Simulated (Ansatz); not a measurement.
# One crystal, many levels of theory: GaSi2P (zincblende [110] superlattice) (Pmn2_1), part 2 of 2

Aim: the gap of GaSi2P (zincblende [110] superlattice) (Pmn2_1) at several levels of theory on one structure, with the time that each takes.

Ansatz 0.2.0; density functionals, hybrids and G0W0, plane waves, PAW. Known limits of the many-body steps: finite bands, screening cutoff and k mesh; no spin-orbit coupling in G0W0; d shells not analysed; screening cutoff under 40 eV in some runs.

So far. Step 3 (PBEsol+SOC on the 6×4×4 mesh): Over mesh and listed points the gap is 0.764 eV, from k = Γ to k = (0.000, -0.150, 0.000). The least direct gap found is 0.833 eV, at k = Γ. On the 6×4×4 mesh alone the same run gives 0.810 eV, so that mesh misses an edge of PBEsol+SOC: 0.810 − 0.764 = +0.046 eV. PBEsol+SOC against PBEsol: 0.764 − 0.775 = −0.011 eV, with the same mesh, set of files (read in its fully relativistic form for the spin-orbit run) and cutoff, and both edges at the same k points.

The structure was built from a prototype and need not be the compound's stable phase.

**5. G0W0@PBEsol, 4×4×2 mesh, 311 empty bands, screening to 90 eV, PAW set soft_1 files**

G0W0 replaces the xc potential by a self-energy built once from the orbitals of the start. Levels are corrected in the window of bands that the input names, at points of the mesh.

This step: G0W0 on PBEsol, plane waves, PAW; PAW set soft_1.

input.yaml

```yaml
crystal:
  lattice:
    - [3.8421518345, 0.0, 0.0]
    - [0.0, 5.4375237944, -2.7723e-06]
    - [0.0, -3.9206e-06, 7.6837636921]
  atoms:
    - { symbol: Ga, position: [0.0, 0.0105496704, 0.1195673502] }
    - { symbol: P, position: [0.5, 0.265858094, 0.1263065093] }
    - { symbol: Ga, position: [0.5, 0.5105497565, 0.3815072346] }
    - { symbol: P, position: [0.0, 0.7658580403, 0.374768288] }
    - { symbol: Si, position: [0.0, -0.0124346698, 0.6251886117] }
    - { symbol: Si, position: [0.5, 0.2360271927, 0.62751969] }
    - { symbol: Si, position: [0.5, 0.4875649328, 0.8758864662] }
    - { symbol: Si, position: [0.0, 0.736026983, 0.8735545645] }
kpoints:
  mp_grid: { grid: [4, 4, 2] }
hamiltonian:
  xc: pbesol
  pseudopotentials: { kind: paw, azcp: { folder: soft_1 }, xc_functional: pbe }
scf:
  occupations: { method: fixed }
gw:
  n_empty_bands: 311
  ecut_chi: 90.0
  qp_bands: [v2, c2]
  qp_kpoints: band_edges
  screening: { model: contour_deformation }
```

Run with:

```bash
$ ansatz run input.yaml --threads 4 --pin off --max-ram 17510MiB --backend cpu --events-out ev --progress --plain --runs-dir out
```

Numbers of over 12 decimals in the logs are rounded to 6 here.

What it wrote:

```text
[...]
Crystal: 8 atoms, lattice volume = 160.528 Å³
Basis set: ecut = 420 eV, 3115 PW (Γ)
Bands: 34, of which v1, the nominal top of the filled ones, is band 26 counted from 1 (25 counted from 0)
Symmetry: 4 space group operations
[...]
k-points: 18 of 32 (time reversal used)
[...]
1    28      8.4173    -6.9262    -4.0298   -11.1797  0.7786     8.6416     8.6410  root
[...]
16    25      5.5445   -15.3200     1.5724   -13.3744  0.7548     5.1695     5.1713  root
    16    26      5.5445   -15.3200     1.5724   -13.3744  0.7548     5.1695     5.1713  root
    16    27      8.1520    -8.8049    -3.9093   -13.0486  0.7735     8.4878     8.4866  root
    16    28      8.1520    -8.8049    -3.9093   -13.0486  0.7735     8.4878     8.4866  root
[key lines of the parts left out:]
SCF converged after 9 iterations
Free energy (F): -11453.653342 eV
Fermi energy:    6.753968 eV
```

Elapsed: 3 min, on 4 threads of Arm Neoverse V2, shared host; peak memory 2 GiB; 11 min of CPU time.

Numbers from this step:

```
bands summed                                    : 337
RPA ε∞ on this mesh (eigenvalues)               : 14.26, 16.60, 17.74
plane waves in the screening matrix             : 303
G0W0 gap over the corrected points              : 1.307 eV
k of the valence top                            : 0, 0, 0
k of the conduction bottom                      : -0.5, 0, 0
starting gap on the mesh                        : 0.8114 eV
Z at the valence top                            : 0.7625
Z at the conduction bottom                      : 0.7826
least direct G0W0 gap over the corrected points : 1.337 eV
```

Over 11 of 18 irreducible mesh points the G0W0 gap is 1.307 eV, from k = Γ to k = (-0.500, 0.000, 0.000). The PBEsol gap of this run on the mesh is 0.811 eV. Other states bound it: the two that bound the G0W0 gap lie 0.822 eV apart in PBEsol, so state for state the correction is 1.307 − 0.822 = +0.485 eV, while gap against gap it is 1.307 − 0.811 = +0.496 eV. The program's warnings for this run: structure snapped to symmetry.

**6. All levels together**

Each gap is the least one over the points named; times are wall times on shared hosts, not benchmarks. A G0W0 time includes the run's own self-consistent start. Runs with listed points see these and the mesh alone, so an edge that moves elsewhere is missed. Rows marked * are further runs, not shown as steps, whose inputs differ from the G0W0 step on the same start in the columns given; solver thresholds can differ too.

| level | mesh | files, cutoff | bands summed, screening | points | gap (eV) | valence top | conduction bottom | least direct gap (eV) | time |
| --- | --- | --- | --- | --- | --- | --- | --- | --- | --- |
| PBEsol | 6×4×4 | soft_1 PAW, 420 eV | - | mesh and path | 0.775 | Γ | (0.000, -0.150, 0.000) | 0.845 | 11 s |
| PBEsol+SOC | 6×4×4 | soft_1 PAW, 420 eV | - | mesh and listed points | 0.764 | Γ | (0.000, -0.150, 0.000) | 0.833 | 35 s |
| HSE06 | 4×4×2 | soft_1 PAW, 420 eV | - | mesh and listed points | 1.515 | Γ | (0.000, -0.150, 0.000) | 1.581 | 73 s |
| G0W0@PBEsol* | 4×4×2 | soft_1 PAW, 420 eV | 104, 36 eV | 11 of 18 irreducible mesh points | 1.060 | Γ | (-0.500, 0.000, 0.000) | 1.098 | 27 s |
| G0W0@PBEsol | 4×4×2 | soft_1 PAW, 420 eV | 337, 90 eV | 11 of 18 irreducible mesh points | 1.307 | Γ | (-0.500, 0.000, 0.000) | 1.337 | 3 min |

**7. Outcome**

```yaml
pbesol_over_mesh_and_path: 0.775 eV
pbesol_soc_over_mesh_and_listed_points: 0.764 eV
hse06_over_mesh_and_listed_points: 1.515 eV
g0w0_pbesol_337_bands_4x4x2_over_11_of_18_irreducible_mesh_points: 1.307 eV
known_limits: finite bands, screening cutoff and k mesh; no spin-orbit coupling in G0W0; d shells not analysed; screening cutoff under 40 eV in some runs
```

The rows run from 0.764 eV (PBEsol+SOC) to 1.515 eV (HSE06). They differ in mesh, bands and screening cutoff of G0W0 and the points over which the gap was sought as well as in level, so only pairs that share these are like for like. PBEsol+SOC against PBEsol: 0.764 − 0.775 = −0.011 eV, with the same mesh, set of files (read in its fully relativistic form for the spin-orbit run) and cutoff, and both edges at the same k points. The spin-orbit run sees mesh and listed points alone, so its gap is an upper bound: the coupling can move an edge off these points, the more so as this crystal has no centre of inversion, and the change over the zone, its sign included where it is small, is not known. G0W0@PBEsol (337 bands, 4×4×2) moves the gap of its own start on the mesh by 1.307 − 0.811 = +0.496 eV, with other states at the edges (they lie 0.822 eV apart at the start). Over mesh and path, PBEsol puts the conduction bottom at k = (0.000, -0.150, 0.000), where no G0W0 correction was computed. The G0W0 gap over the whole zone is therefore not known from this run; at its settings it can only be equal to or under the 1.307 eV found, and no correction is carried over from another point. For the start itself the gap is 0.775 eV over mesh and path and 0.811 eV on the mesh of the G0W0 run, in runs that differ in mesh (6×4×4 and 4×4×2). What spin-orbit coupling does to the G0W0 levels was not computed, so no sum with the G0W0 gap is formed. For G0W0@PBEsol: from 104 bands and 36 eV to 337 bands and 90 eV the gap moves by 1.307 − 1.060 = +0.247 eV; bands and screening cutoff rise together, so their parts are not told apart. Two runs can't test a law of convergence, so the limit is not known. For G0W0@PBEsol (337 bands, 4×4×2): the program's warnings for this run: structure snapped to symmetry. For the further run with 104 bands on the 4×4×2 mesh, the program warns: structure snapped to symmetry. The G0W0 runs are scalar-relativistic. One-shot GW is known to converge slowly in bands for compounds with shallow d shells. The cell holds Ga; the filling of the d shell and its place against the gap were not analysed here. No pair of G0W0 runs that differ in the mesh alone is shown (4×4×2 is a supercell whose nearest images lie 15 Å apart), so the error from the mesh is not known here. G0W0 is shown with one set of atomic data (soft_1 PAW), so the error from the files is not known here. A screening cutoff under 40 eV is crude: G0W0@PBEsol with 104 bands at 36 eV.

[Paths, hosts, dates, memory and timing lines, banners, echoed tables and standing remarks are left out of the program output.]

[Logs are printed without paths, hosts, clocks, repeated set-up lines and the standing remarks that a program may print on its own settings, such as how far it seeks lower states.]

[Runs of the session that timed out or met a known fault of the program may be left out.]

[Cells called generated may have been cut or substituted from an entry of the Crystallography Open Database or the Materials Project.]

[Hosts, paths, dates, database ids (printed as entryN), source tags and the programs' standing remarks are cut or masked in the printed files.]

[Where an RPA ε∞ is given, it is that of the G0W0 mesh and is not shown converged in it. Names of k-points follow the symmetry that the program found, which can be lower than the space group named. Band edges on a path are those of the sampled points; other points can move an edge, and change direct to indirect where valleys lie close.]

[Hybrid gaps are those of their k-mesh and are not shown converged in it.]
